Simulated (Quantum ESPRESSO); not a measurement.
## Collinear magnetic orders of AlNi3 with Quantum ESPRESSO

Does AlNi3 prefer parallel or opposed moments?

Calculated with Quantum ESPRESSO 7.5; PBEsol; plane waves with GBRV 1.5 PBEsol potentials, no spin-orbit coupling.

## (1) The structure

The structure is cubic, space group Pm-3m (No. 221). The conventional cell has a = 3.523 Å, b = 3.523 Å, c = 3.523 Å, α = 90.00°, β = 90.00°, γ = 90.00°. Nearest to Al lie 12 Ni at 2.49 Å. Nearest to Ni lie 4 Al at 2.49 Å and 8 Ni at 2.49 Å. Farther neighbours are not listed.

The cell comes from Materials Project 2023-11-01, a database of computed structures, and need not be the stable phase.

## (2) Run 1 (ferro +++)

The signs are those of the starting moments on the seeded atoms, the atoms that are given a moment.

Contents of pw.in:

```
&CONTROL
  calculation = 'scf'
  prefix = 'pwscf'
  outdir = './tmp'
  pseudo_dir = './pseudo'
  disk_io = 'nowf'
/
&SYSTEM
  ibrav = 0
  celldm(1) = 8
  nat = 4
  ntyp = 2
  ecutwfc = 40
  ecutrho = 280
  nbnd = 39
  occupations = 'smearing'
  smearing = 'fd'
  degauss = 0.00367493
  nspin = 2
  starting_magnetization(1) = 0
  starting_magnetization(2) = 0.0556
/
&ELECTRONS
  conv_thr = 8d-09
  electron_maxstep = 150
  mixing_beta = 0.3
/
ATOMIC_SPECIES
Al     26.9815 al_pbesol_v1.uspp.F.UPF
Ni     58.6934 ni_pbesol_v1.4.uspp.F.UPF
CELL_PARAMETERS alat
   0.8322010694414    0.0000000000000    0.0000000000000
   0.0000000000000    0.8322010694414    0.0000000000000
   0.0000000000000    0.0000000000000    0.8322010694414
ATOMIC_POSITIONS crystal
Al      0.0000000000    0.0000000000    0.0000000000
Ni      0.0000000000    0.5000000000    0.5000000000
Ni      0.5000000000    0.0000000000    0.5000000000
Ni      0.5000000000    0.5000000000    0.0000000000
K_POINTS automatic
10 10 10 0 0 0
```

Started as:

```sh
OMP_NUM_THREADS=1 mpirun -n 4 pw.x -nk 4 -in pw.in > pw.out
```

Output:

```text
Program PWSCF v.7.5 starts

     Message from routine setup:
     using ibrav=0 with symmetry is DISCOURAGED, use correct ibrav instead

     K-points division:     npool     =       4
     Subspace diagonalization in iterative solution of the eigenvalue problem:

     G-vector sticks info
     --------------------
     sticks:   dense  smooth     PW     G-vecs:    dense   smooth      PW
     Sum         989     561    177                23439    10059    1839

     Using Slab Decomposition

     bravais-lattice index     =            0
     lattice parameter (alat)  =       8.0000  a.u.
     unit-cell volume          =     295.0902 (a.u.)^3
     number of atoms/cell      =            4
     number of atomic types    =            2
     number of electrons       =        57.00
     number of Kohn-Sham states=           39
     kinetic-energy cutoff     =      40.0000  Ry
     charge density cutoff     =     280.0000  Ry
     scf convergence threshold =      8.0E-09
     mixing beta               =       0.3000
     number of iterations used =            8  plain     mixing
     Exchange-correlation= SLA  PW   PSX  PSC
                           (   1   4  10   8   0   0   0)

     celldm(1)=   8.000000  celldm(2)=   0.000000  celldm(3)=   0.000000
     celldm(4)=   0.000000  celldm(5)=   0.000000  celldm(6)=   0.000000

     crystal axes: (cart. coord. in units of alat)
               a(1) = (   0.832201   0.000000   0.000000 )
               a(2) = (   0.000000   0.832201   0.000000 )
               a(3) = (   0.000000   0.000000   0.832201 )

     reciprocal axes: (cart. coord. in units 2 pi/alat)
               b(1) = (  1.201633  0.000000  0.000000 )
               b(2) = (  0.000000  1.201633  0.000000 )
               b(3) = (  0.000000  0.000000  1.201633 )

     PseudoPot. # 1 for Al read from file:
     al_pbesol_v1.uspp.F.UPF
     Pseudo is Ultrasoft + core correction, Zval =  3.0
     Generated by new atomic code, or converted to UPF format
     Using radial grid of  893 points,  3 beta functions with:
                l(1) =   0
                l(2) =   1
                l(3) =   2
     Q(r) pseudized with  8 coefficients,  rinner =    0.900   0.900   0.900
                                                       0.900   0.900

     PseudoPot. # 2 for Ni read from file:
     ni_pbesol_v1.4.uspp.F.UPF
     Pseudo is Ultrasoft + core correction, Zval = 18.0
     Generated by new atomic code, or converted to UPF format
     Using radial grid of  865 points,  6 beta functions with:
                l(1) =   0
                l(2) =   0
                l(3) =   1
                l(4) =   1
                l(5) =   2
                l(6) =   2
     Q(r) pseudized with 10 coefficients,  rinner =    0.980   0.980   0.980
                                                       0.980   0.980

     atomic species   valence    mass     pseudopotential
     Al                3.00    26.98150     Al( 1.00)
     Ni               18.00    58.69340     Ni( 1.00)

     Starting magnetic structure
     atomic species   magnetization
     Al              0.000
     Ni              0.056

     48 Sym. Ops., with inversion, found

   Cartesian axes

     site n.     atom                  positions (alat units)
         1        Al     tau(   1) = (   0.0000000   0.0000000   0.0000000  )
         2        Ni     tau(   2) = (   0.0000000   0.4161005   0.4161005  )
         3        Ni     tau(   3) = (   0.4161005   0.0000000   0.4161005  )
         4        Ni     tau(   4) = (   0.4161005   0.4161005   0.0000000  )

     number of k points=    56  Fermi-Dirac smearing, width (Ry)=  0.0037
                       cart. coord. in units 2pi/alat
        k(    1) = (   0.0000000   0.0000000   0.0000000), wk =   0.0010000
        k(    2) = (   0.0000000   0.0000000   0.1201633), wk =   0.0060000
        k(    3) = (   0.0000000   0.0000000   0.2403265), wk =   0.0060000
        k(    4) = (   0.0000000   0.0000000   0.3604898), wk =   0.0060000
        k(    5) = (   0.0000000   0.0000000   0.4806531), wk =   0.0060000
        [... 51 further k-points ...]

     Dense  grid:    23439 G-vectors     FFT dimensions: (  36,  36,  36)

     Smooth grid:    10059 G-vectors     FFT dimensions: (  27,  27,  27)

     Check: negative core charge=   -0.000014
     Generating pointlists ...
     new r_m :   0.2427 (alat units)  1.9419 (a.u.) for type    1
     new r_m :   0.2427 (alat units)  1.9419 (a.u.) for type    2

     Initial potential from superposition of free atoms

     starting charge      50.9976, renormalised to      57.0000
     Starting wfcs are   43 randomized atomic wfcs

     Self-consistent Calculation

     iteration #  1     ecut=    40.00 Ry     beta= 0.30
     Davidson diagonalization with overlap
     ethr =  1.00E-02,  avg # of iterations =  5.9

     total energy              =   -1000.11631912 Ry
     estimated scf accuracy    <     138.59809739 Ry

     total magnetization       =     0.34 Bohr mag/cell
     absolute magnetization    =     0.40 Bohr mag/cell

     iteration #  2     ecut=    40.00 Ry     beta= 0.30
     Davidson diagonalization with overlap
     ethr =  1.00E-02,  avg # of iterations =  3.1

     total energy              =   -1034.13213441 Ry
     estimated scf accuracy    <      22.74980428 Ry

     total magnetization       =     0.07 Bohr mag/cell
     absolute magnetization    =     0.17 Bohr mag/cell

     iteration #  3     ecut=    40.00 Ry     beta= 0.30
     Davidson diagonalization with overlap
     ethr =  1.00E-02,  avg # of iterations =  2.0

     total energy              =   -1036.34181984 Ry
     estimated scf accuracy    <       1.15200366 Ry

     total magnetization       =     0.59 Bohr mag/cell
     absolute magnetization    =     0.77 Bohr mag/cell

     [... further iterations left out ...]

     iteration # 14     ecut=    40.00 Ry     beta= 0.30
     Davidson diagonalization with overlap
     ethr =  4.94E-09,  avg # of iterations =  2.0

     total energy              =   -1036.04798447 Ry
     estimated scf accuracy    <       0.00000052 Ry

     total magnetization       =     0.67 Bohr mag/cell
     absolute magnetization    =     0.83 Bohr mag/cell

     iteration # 15     ecut=    40.00 Ry     beta= 0.30
     Davidson diagonalization with overlap
     ethr =  9.05E-10,  avg # of iterations =  2.0

     total energy              =   -1036.04798478 Ry
     estimated scf accuracy    <       0.00000004 Ry

     total magnetization       =     0.67 Bohr mag/cell
     absolute magnetization    =     0.82 Bohr mag/cell

     iteration # 16     ecut=    40.00 Ry     beta= 0.30
     Davidson diagonalization with overlap
     ethr =  7.26E-11,  avg # of iterations =  2.5

     total energy              =   -1036.04798482 Ry
     estimated scf accuracy    <       0.00000014 Ry

     total magnetization       =     0.66 Bohr mag/cell
     absolute magnetization    =     0.82 Bohr mag/cell

     iteration # 17     ecut=    40.00 Ry     beta= 0.30
     Davidson diagonalization with overlap
     ethr =  7.26E-11,  avg # of iterations =  2.0

     Magnetic moment per site  (integrated on atomic sphere of radius R)
     atom   1 (R=0.243)  charge=  1.2889  magn= -0.0155
     atom   2 (R=0.243)  charge= 16.7980  magn=  0.2450
     atom   3 (R=0.243)  charge= 16.7980  magn=  0.2450
     atom   4 (R=0.243)  charge= 16.7980  magn=  0.2450

     End of self-consistent calculation

     Number of k-points >= 100: set verbosity='high' to print the bands.

     the Fermi energy is    16.0617 ev

!    total energy              =   -1036.04798484 Ry
     estimated scf accuracy    <          2.7E-09 Ry
     smearing contrib. (-TS)   =      -0.00222726 Ry
     internal energy E=F+TS    =   -1036.04575758 Ry

     The total energy is F=E-TS. E is the sum of the following terms:
     one-electron contribution =    -686.71156399 Ry
     hartree contribution      =     377.25782418 Ry
     xc contribution           =    -110.07219286 Ry
     ewald contribution        =    -616.51982490 Ry

     total magnetization       =     0.66 Bohr mag/cell
     absolute magnetization    =     0.82 Bohr mag/cell

     convergence has been achieved in  17 iterations

=------------------------------------------------------------------------------=
   JOB DONE.
=------------------------------------------------------------------------------=
```

Wall time 66 s (4 MPI ranks of Intel Xeon at 2.70GHz, shared host); peak memory 0.42 GiB.

Spin moment in the atom's sphere by atom:

| atom | spin moment in the atom's sphere (μB) |
| --- | --- |
| Al1 | -0.015 |
| Ni2 | 0.245 |
| Ni3 | 0.245 |
| Ni4 | 0.245 |

This step gave:

```
smearing term TS       : 0.03030 eV
magnetization          : 0.664 μB
absolute magnetization : 0.823 μB
final state            : ferromagnetic
```

## (3) Run 2, typed as antiferro q=(0,1/2,1/2) +−+−+−

This order needs a doubled cell of 8 atoms. The wavevector q is in fractions of the reciprocal vectors of the crystal's primitive cell, as the cells of these inputs are built from it; moments change sign between cells as cos(2π q·R).

Contents of pw.in:

```
&CONTROL
  calculation = 'scf'
  prefix = 'pwscf'
  outdir = './tmp'
  pseudo_dir = './pseudo'
  disk_io = 'nowf'
/
&SYSTEM
  ibrav = 0
  celldm(1) = 8
  nat = 8
  ntyp = 3
  ecutwfc = 40
  ecutrho = 280
  nbnd = 71
  occupations = 'smearing'
  smearing = 'fd'
  degauss = 0.00367493
  nspin = 2
  starting_magnetization(1) = 0
  starting_magnetization(2) = 0.0556
  starting_magnetization(3) = -0.0556
/
&ELECTRONS
  conv_thr = 1.6d-08
  electron_maxstep = 150
  mixing_beta = 0.3
/
ATOMIC_SPECIES
Al     26.9815 al_pbesol_v1.uspp.F.UPF
Ni1    58.6934 ni_pbesol_v1.4.uspp.F.UPF
Ni2    58.6934 ni_pbesol_v1.4.uspp.F.UPF
CELL_PARAMETERS alat
   0.8322010694414    0.0000000000000    0.0000000000000
   0.0000000000000    1.6644021388828    0.0000000000000
   0.0000000000000    0.8322010694414    0.8322010694414
ATOMIC_POSITIONS crystal
Al      0.0000000000    0.0000000000    0.0000000000
Al      0.0000000000    0.5000000000    0.0000000000
Ni1     0.0000000000    0.0000000000    0.5000000000
Ni2     0.0000000000    0.5000000000    0.5000000000
Ni1     0.5000000000    0.7500000000    0.5000000000
Ni2     0.5000000000    0.2500000000    0.5000000000
Ni1     0.5000000000    0.2500000000    0.0000000000
Ni2     0.5000000000    0.7500000000    0.0000000000
K_POINTS automatic
10 5 10 0 0 0
```

Output:

```text
[banner, memory and clock lines left out]
Program PWSCF v.7.5 starts

     Message from routine setup:
     using ibrav=0 with symmetry is DISCOURAGED, use correct ibrav instead

     bravais-lattice index     =            0
     lattice parameter (alat)  =       8.0000  a.u.
     unit-cell volume          =     590.1804 (a.u.)^3
     number of atoms/cell      =            8
     number of atomic types    =            3
     number of electrons       =       114.00
     number of Kohn-Sham states=           71
     kinetic-energy cutoff     =      40.0000  Ry
     charge density cutoff     =     280.0000  Ry
     scf convergence threshold =      1.6E-08
     mixing beta               =       0.3000
     number of iterations used =            8  plain     mixing
     Exchange-correlation= SLA  PW   PSX  PSC
                           (   1   4  10   8   0   0   0)

     celldm(1)=   8.000000  celldm(2)=   0.000000  celldm(3)=   0.000000
     celldm(4)=   0.000000  celldm(5)=   0.000000  celldm(6)=   0.000000

     crystal axes: (cart. coord. in units of alat)
               a(1) = (   0.832201   0.000000   0.000000 )
               a(2) = (   0.000000   1.664402   0.000000 )
               a(3) = (   0.000000   0.832201   0.832201 )

     reciprocal axes: (cart. coord. in units 2 pi/alat)
               b(1) = (  1.201633  0.000000  0.000000 )
               b(2) = (  0.000000  0.600816 -0.600816 )
               b(3) = (  0.000000  0.000000  1.201633 )

     PseudoPot. # 1 for Al read from file:
     al_pbesol_v1.uspp.F.UPF
     Pseudo is Ultrasoft + core correction, Zval =  3.0

     PseudoPot. # 2 for Ni read from file:
     ni_pbesol_v1.4.uspp.F.UPF
     Pseudo is Ultrasoft + core correction, Zval = 18.0

     PseudoPot. # 3 for Ni read from file:
     ni_pbesol_v1.4.uspp.F.UPF
     Pseudo is Ultrasoft + core correction, Zval = 18.0

     atomic species   valence    mass     pseudopotential
     Al                3.00    26.98150     Al( 1.00)
     Ni1              18.00    58.69340     Ni( 1.00)
     Ni2              18.00    58.69340     Ni( 1.00)

     Starting magnetic structure
     atomic species   magnetization
     Al              0.000
     Ni1             0.056
     Ni2            -0.056

      4 Sym. Ops. (no inversion) found

   Cartesian axes

     site n.     atom                  positions (alat units)
         1        Al     tau(   1) = (   0.0000000   0.0000000   0.0000000  )
         2        Al     tau(   2) = (   0.0000000   0.8322011   0.0000000  )
         3        Ni1    tau(   3) = (   0.0000000   0.4161005   0.4161005  )
         4        Ni2    tau(   4) = (   0.0000000   1.2483016   0.4161005  )
         5        Ni1    tau(   5) = (   0.4161005   1.6644021   0.4161005  )
         6        Ni2    tau(   6) = (   0.4161005   0.8322011   0.4161005  )
         7        Ni1    tau(   7) = (   0.4161005   0.4161005   0.0000000  )
         8        Ni2    tau(   8) = (   0.4161005   1.2483016   0.0000000  )

     number of k points=   108  Fermi-Dirac smearing, width (Ry)=  0.0037

     Number of k-points >= 100: set verbosity='high' to print them.

     Dense  grid:    46771 G-vectors     FFT dimensions: (  36,  72,  54)

     Smooth grid:    20175 G-vectors     FFT dimensions: (  27,  54,  40)

     Check: negative core charge=   -0.000013
     Generating pointlists ...
     new r_m :   0.2427 (alat units)  1.9419 (a.u.) for type    1
     new r_m :   0.2427 (alat units)  1.9419 (a.u.) for type    2
     new r_m :   0.2427 (alat units)  1.9419 (a.u.) for type    3

     Initial potential from superposition of free atoms

     starting charge     101.9953, renormalised to     114.0000
     Starting wfcs are   86 randomized atomic wfcs

     Self-consistent Calculation

     iteration #  1     ecut=    40.00 Ry     beta= 0.30
     Davidson diagonalization with overlap
     ethr =  1.00E-02,  avg # of iterations =  7.3

     total energy              =   -2000.17054603 Ry
     estimated scf accuracy    <     277.33116118 Ry

     total magnetization       =     0.00 Bohr mag/cell
     absolute magnetization    =     1.09 Bohr mag/cell

     iteration #  2     ecut=    40.00 Ry     beta= 0.30
     Davidson diagonalization with overlap
     ethr =  1.00E-02,  avg # of iterations =  4.2

     total energy              =   -2068.26824079 Ry
     estimated scf accuracy    <      45.48528876 Ry

     total magnetization       =    -0.00 Bohr mag/cell
     absolute magnetization    =     0.34 Bohr mag/cell

     [... further iterations left out ...]

     iteration # 30     ecut=    40.00 Ry     beta= 0.30
     Davidson diagonalization with overlap
     ethr =  1.42E-11,  avg # of iterations =  1.0

     total energy              =   -2072.09509453 Ry
     estimated scf accuracy    <       0.00000002 Ry

     total magnetization       =     0.01 Bohr mag/cell
     absolute magnetization    =     0.01 Bohr mag/cell

     iteration # 31     ecut=    40.00 Ry     beta= 0.30
     Davidson diagonalization with overlap
     ethr =  1.42E-11,  avg # of iterations =  1.0

     Magnetic moment per site  (integrated on atomic sphere of radius R)
     atom   1 (R=0.243)  charge=  1.2876  magn= -0.0001
     atom   2 (R=0.243)  charge=  1.2876  magn= -0.0001
     atom   3 (R=0.243)  charge= 16.7981  magn=  0.0013
     atom   4 (R=0.243)  charge= 16.7981  magn=  0.0014
     atom   5 (R=0.243)  charge= 16.7981  magn=  0.0015
     atom   6 (R=0.243)  charge= 16.7981  magn=  0.0012
     atom   7 (R=0.243)  charge= 16.7981  magn=  0.0015
     atom   8 (R=0.243)  charge= 16.7981  magn=  0.0012

     End of self-consistent calculation

     Number of k-points >= 100: set verbosity='high' to print the bands.

     the Fermi energy is    16.0286 ev

!    total energy              =   -2072.09509454 Ry
     estimated scf accuracy    <       0.00000001 Ry
     smearing contrib. (-TS)   =      -0.00619400 Ry
     internal energy E=F+TS    =   -2072.08890054 Ry

     The total energy is F=E-TS. E is the sum of the following terms:
     one-electron contribution =   -1373.46546391 Ry
     hartree contribution      =     754.55265990 Ry
     xc contribution           =    -220.13644672 Ry
     ewald contribution        =   -1233.03964981 Ry

     total magnetization       =     0.01 Bohr mag/cell
     absolute magnetization    =     0.01 Bohr mag/cell

     convergence has been achieved in  31 iterations
```

Elapsed: 11 min, on 4 MPI ranks; peak memory 1.1 GiB; 45 min of CPU time.

Spin moment in the atom's sphere by atom:

| atom | spin moment in the atom's sphere (μB) |
| --- | --- |
| Al1 | -0.0001 |
| Al2 | -0.0001 |
| Ni3 | 0.0013 |
| Ni4 | 0.0014 |
| Ni5 | 0.0015 |
| Ni6 | 0.0012 |
| Ni7 | 0.0015 |
| Ni8 | 0.0012 |

Read from the output:

| Property | Result |
| --- | --- |
| smearing term TS | 0.08427 eV |
| magnetization | 0.008 μB |
| absolute magnetization | 0.009 μB |
| final state | non-magnetic |

(Continued in part 2 of 2.)

[Logs and program files are shortened in this print: banners, set-up blocks, solver, clock and traceback lines can be left out without a mark of their own.]

[Logs are printed without paths, hosts, clocks, repeated set-up lines and the standing remarks that a program may print on its own settings, such as how far it seeks lower states.]

[Hosts, paths, dates, database ids (printed as entryN), source tags and the programs' standing remarks are cut or masked in the printed files.]

[Where a cell is said to come from a database of computed structures, the database is the Materials Project.]
